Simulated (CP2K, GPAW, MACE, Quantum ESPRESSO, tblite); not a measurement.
# Predicting plane-wave site energies from GPAW dzp, PBE: a vacancy of O in glassy 96GeO2-4CaO (mol %) (71 atoms)

Density of this cell: 3.57 g/cm³. The cell holds 71 atoms: 23 Ge, 1 Ca and 47 O. Its edges and angles: a = 10.460 Å, b = 10.460 Å, c = 10.460 Å, α = 90.0°, β = 90.0°, γ = 90.0°. 71 atoms (23 Ge, 1 Ca, 47 O) placed at random at 3.67 g/cm³, melted at 4000 K for 10 ps at fixed volume with the Morse and Coulomb pair potential with partial charges (Pedone, Malavasi, Menziani, Cormack and Segre, J. Phys. Chem. B 110, 11780 (2006)). Quenched from 2500 K to 300 K at 500 K/ps and fixed volume, held 10 ps at zero pressure. Then the atoms were relaxed with MACE MP-0b3 medium in the fixed cell.

Calculated with Quantum ESPRESSO 7.5: PBE; plane waves, SSSP efficiency, 60/480 Ry; k-points Γ. The cheaper level is PBE; dzp orbitals, PAW, h 0.18 Å; k-points Γ. Each row is one cell with a vacancy of O, relaxed with MACE MP-0b3 medium; both levels solve the same cells, and energies are counted from site O39 at each level.

| energy from GPAW dzp, PBE (eV) | energy from plane waves (eV) | site |
| --- | --- | --- |
| 0.000 | 0 | O39 |
| 0.366 | 0.4961 | O43 |
| 0.535 | ? | ? |
| 0.625 | 0.5881 | O67 |
| 0.754 | 0.7465 | O29 |

**Question.** Fit a straight line to the rows given and interpolate to the withheld row.

**Working.**

Take u as the energy from GPAW dzp, PBE and v as that from plane waves.

```
  u (eV)    v (eV)
       0         0
0.365896  0.496129
0.624657  0.588131
0.753783  0.746514
```

With n = 4: mean u = 0.436084, mean v = 0.457693, Σ(u − ū)² = 0.33159, Σ(u − ū)(v − v̄) = 0.31325. Slope b = 0.31325 / 0.33159 = 0.94470; intercept a = v̄ − b ū = 0.045726.

At the withheld site u = 0.5347, and v = a + b u.

Prediction at 0.535: 0.5509 eV. The run gave 0.5669 eV, so the fit is low by 0.016 eV (2.8 % of the value).

The slope of 0.94 says that GPAW dzp, PBE spreads the sites about as widely as plane waves do. Taken as it stands, without the line, its value misses the withheld site by 0.032 eV. Among the rows given, the largest miss of the fit is at 0.366, by 0.10 eV (14 % of the range of the table).

Limits: Few sites, one cell. The geometries are those of MACE MP-0b3 medium, not of DFT.

[Logs are printed without paths, hosts, clocks, repeated set-up lines and the standing remarks that a program may print on its own settings, such as how far it seeks lower states.]

[Hosts, paths, dates, database ids (printed as entryN), source tags and the programs' standing remarks are cut or masked in the printed files.]
